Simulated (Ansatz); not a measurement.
# NaYAg2Cl6: complex band structure, part 3 of 3

Aim: relax a made-up compound, NaYAg2Cl6, and see how good a tunnel barrier it would be. It is built by putting Na for part of the Ag in the YAg3Cl6 structure of space group R-3, with the volume rescaled by atomic radii. The parent structure comes from the Materials Project.

Ansatz 0.2.0; PBEsol DFT, plane waves, PAW files (the session's first sound run).

So far, gap on the k-mesh (eV): step 3 (the bulk crystal and its band edges, PBEsol) 3.27; step 4 (complex bands, plane (001), k-mesh 6×6×6, PBEsol) 3.26; step 5 (PBEsol norm-conserving, cutoff 1197.3 eV) 3.27.

The structure was built from a prototype and need not be the compound's stable phase.

### 7. A repeat with changed settings: output.transmission.temperature = 200.0

This step: PBEsol DFT, plane waves, PAW files; complex bands by layer matching along the plane's normal; changed: output.transmission.temperature = 200.0 (Ansatz 0.2.0).

This run repeats an earlier one, its twin (the complex run, plane (001)), with one setting changed (output.transmission.temperature; files written aside). It is meant to test how the leads' temperature enters. Where the input is shown as a difference, that is against the step before, not the twin.

File input.yaml:

```yaml
crystal:
  lattice:
    - [6.868615999, 0.0, 0.0]
    - [3.434308, 5.948395944, 0.0]
    - [3.434308, -1.982798648, 6.081978653]
  atoms:
    - { symbol: "Y", position: [0.0, 0.0, 0.0] }
    - { symbol: Ag, position: [0.6129500478, 0.1935249761, 0.5805749283] }
    - { symbol: Na, position: [0.0, 0.5, 0.5] }
    - { symbol: Ag, position: [0.3870499522, 0.8064750239, 0.4194250717] }
    - { symbol: Cl, position: [0.1343914843, 0.7748628976, 0.2560236392] }
    - { symbol: Cl, position: [0.5188392584, 0.0907456181, 0.2560236392] }
    - { symbol: Cl, position: [0.8347219789, 0.3904151235, 0.2560236392] }
    - { symbol: Cl, position: [0.1652780211, 0.6095848765, 0.7439763608] }
    - { symbol: Cl, position: [0.4811607416, 0.9092543819, 0.7439763608] }
    - { symbol: Cl, position: [0.8656085157, 0.2251371024, 0.7439763608] }
kpoints:
  mp_grid: { grid: [6, 6, 6] }
scf:
  occupations: { method: fixed }
hamiltonian:
  xc: pbesol
output:
  eigenvalues: true
  transmission:
    leads: [[0, 0]]
    kpoints: [[0.0, 0.0], [-0.0833, 0.1458]]
    e_range: [-1.0, 4.25]
    de: 0.13
    temperature: 200.0
```

Command:

```sh
$ ansatz run input.yaml --threads 2 --pin off --max-ram 4096MiB --backend cpu --events-out ev --progress --plain --runs-dir out
```

Numbers of over 12 decimals in the logs are rounded to 6 here.

Output:

```text
[...]
Crystal: 10 atoms, lattice volume = 248.493 Å³
Basis set: ecut = 420 eV, 4869 PW (Γ)
Bands: 60, of which v1, the nominal top of the filled ones, is band 50 counted from 1 (49 counted from 0)
Symmetry: 6 space group operations
[...]
k-points: 40 of 216
[...]
SCF iter   1: F=—  HF=-26694.550473 eV  |F-HF|=—  |Δ(HF+E_count)|=         —  Δρ=5.56e-3  dr2=9.40e-2  ethr=1.77e-3  ⟨swp⟩=5.0  Hψ=7446  notcnv=0  defer=282
[...]
SCF iter   7: F=-26694.527278 eV  HF=-26694.527277 eV  |F-HF|=6.58e-8  |Δ(HF+E_count)|=   1.46e-6  Δρ=3.38e-6  dr2=4.44e-8  ethr=1.00e-10  ⟨swp⟩=13.1  Hψ=9854  notcnv=0
SCF 1 converged in 7 iterations: F = -26694.527278 eV  dr2 = 4.44e-8
[...]
transmission: 9 of 18 steps passed
transmission: 18 of 18 steps passed
SCF converged after 7 iterations
Free energy (F): -26694.527278 eV
[...]
Internal energy: -26694.527278 eV  (E = F + TS)
E sigma→0 (E₀):  -26694.527278 eV
Fermi energy:    4.198457 eV
[...]
--- Band table (eV; the first three rows and the last of 40) ---
  k-point 0: bands = [... 46 lower, 4.0486, 4.0486, 4.1338, 4.1338, 7.4596, 8.3602, 8.3602, 8.4277, ... 6 higher]
  k-point 1: bands = [... 46 lower, 3.9363, 3.9363, 4.1670, 4.1670, 7.6998, 8.3693, 8.4092, 8.4092, ... 6 higher]
  k-point 2: bands = [... 46 lower, 3.7465, 3.7465, 4.1860, 4.1860, 8.0727, 8.4108, 8.4943, 8.4943, ... 6 higher]
  k-point 39: bands = [... 46 lower, 3.7775, 4.0623, 4.0800, 4.1130, 8.0324, 8.0616, 8.2733, 9.0266, ... 6 higher]
--- Transmission ---
  basis      : 361 plane waves across, 9 finite elements along
  points     : 2, as listed
[...]
channels       : 0.000000e0 a spin
[...]
slowest decay  : 0.3261 /Å at (0.0000, 0.0000)
```

It took 2 min on 2 threads of Arm Neoverse V2, shared host; peak memory 1.4 GiB; 3.5 min of CPU time.

This step gave:

| Property | Result |
| --- | --- |
| free energy | -26694.5273 eV |
| Fermi energy | 4.198 eV |
| gap on the k-mesh | 3.261 eV |

K parallel (0, 0); values up to 1.5 1/Å, a degenerate pair printed once or twice; energies at which all values exceed this have no row. Table of Im kz of the slowest decaying states by energy, zero at the highest filled level on the SCF mesh:

| energy (eV) | decay 1 (Å⁻¹) | decay 2 (Å⁻¹) | decay 3 (Å⁻¹) | decay 4 (Å⁻¹) |
| --- | --- | --- | --- | --- |
| -1.00 | 0.161 | 0.181 | 0.401 | 0.734 |
| -0.74 | 0.162 | 0.169 | 0.471 | 0.471 |
| -0.61 | 0.0996 | 0.210 | 0.460 | 0.495 |
| -0.35 | 0.265 | 0.435 | 0.530 | 0.902 |
| -0.22 | 0.283 | 0.411 | 0.544 | 0.904 |
| 0.04 | 0.296 | 0.308 | 0.314 | 0.567 |
| 0.30 | 0.324 | 0.404 | 0.500 | 0.584 |
| 0.43 | 0.330 | 0.438 | 0.438 | 0.539 |
| 0.69 | 0.337 | 0.489 | 0.594 | 0.600 |
| 0.82 | 0.339 | 0.495 | 0.523 | 0.604 |
| 1.08 | 0.339 | 0.493 | 0.597 | 0.609 |
| 1.34 | 0.335 | 0.498 | 0.610 | 0.653 |
| 1.47 | 0.331 | 0.500 | 0.609 | 0.680 |
| 1.73 | 0.320 | 0.501 | 0.605 | 0.715 |
| 1.86 | 0.313 | 0.500 | 0.602 | 0.726 |
| 2.12 | 0.294 | 0.496 | 0.593 | 0.749 |
| 2.38 | 0.270 | 0.489 | 0.580 | 0.774 |
| 2.51 | 0.254 | 0.484 | 0.571 | 0.788 |
| 2.77 | 0.214 | 0.470 | 0.552 | 0.785 |
| 2.90 | 0.188 | 0.461 | 0.54 | 0.775 |
| 3.16 | 0.104 | 0.439 | 0.511 | 0.753 |
| 3.42 | 0.408 | 0.473 | 0.730 | 0.731 |
| 3.55 | 0.388 | 0.449 | 0.716 | 0.716 |
| 3.81 | 0.241 | 0.329 | 0.495 | 0.687 |
| 3.94 | 0.0966 | 0.282 | 0.500 | 0.671 |
| 4.20 | 0.501 | 0.635 | 0.640 | 0.720 |

K parallel (-0.0833, 0.1458); values up to 1.5 1/Å, a degenerate pair printed once or twice; energies at which all values exceed this have no row. The Im kz of the slowest decaying states by energy, zero at the highest filled level on the SCF mesh:

| energy (eV) | decay 1 (Å⁻¹) | decay 2 (Å⁻¹) | decay 3 (Å⁻¹) | decay 4 (Å⁻¹) |
| --- | --- | --- | --- | --- |
| -1.00 | 0.0855 | 0.184 | 0.190 | 0.244 |
| -0.61 | 0.119 | 0.199 | 0.286 | 0.306 |
| -0.22 | 0.158 | 0.249 | 0.331 | 0.456 |
| 0.04 | 0.125 | 0.249 | 0.250 | 0.285 |
| 0.17 | 0.261 | 0.306 | 0.319 | 0.336 |
| 0.43 | 0.358 | 0.366 | 0.385 | 0.408 |
| 0.82 | 0.403 | 0.430 | 0.463 | 0.471 |
| 1.21 | 0.406 | 0.474 | 0.514 | 0.524 |
| 1.60 | 0.401 | 0.502 | 0.523 | 0.570 |
| 1.99 | 0.386 | 0.508 | 0.511 | 0.630 |
| 2.38 | 0.360 | 0.487 | 0.496 | 0.616 |
| 2.77 | 0.319 | 0.459 | 0.472 | 0.590 |
| 3.03 | 0.280 | 0.434 | 0.45 | 0.564 |
| 3.42 | 0.181 | 0.380 | 0.400 | 0.507 |
| 3.81 | 0.277 | 0.299 | 0.350 | 0.496 |
| 4.20 | 0.0595 | 0.257 | 0.450 | 0.483 |

The temperature enters the conductance and not T(E) itself. No conductance was computed here for it to change.

### 8. What came out

- band gap: 3.25 eV
- least decay constant at mid-gap, normal to (001): 0.326 Å⁻¹

**Reading.** With PBEsol, the slowest decay at the wavevectors tried is κ = 0.326 Å⁻¹, normal to (001). Through such a film the transmission near mid-gap falls as exp(−2κd), a factor of ten every 3.5 Å. A free electron under a barrier of half the gap would need a mass of 0.25 mₑ to decay at this rate. The compound is made up by substitution; its stability against other phases and against distortions of the cell's symmetry was not tested. A semilocal functional narrows gaps, so real decay constants are likely larger.

[Logs are printed without paths, hosts, clocks, repeated set-up lines and the standing remarks that a program may print on its own settings, such as how far it seeks lower states.]

[Hosts, paths, dates, database ids (printed as entryN), source tags and the programs' standing remarks are cut or masked in the printed files.]
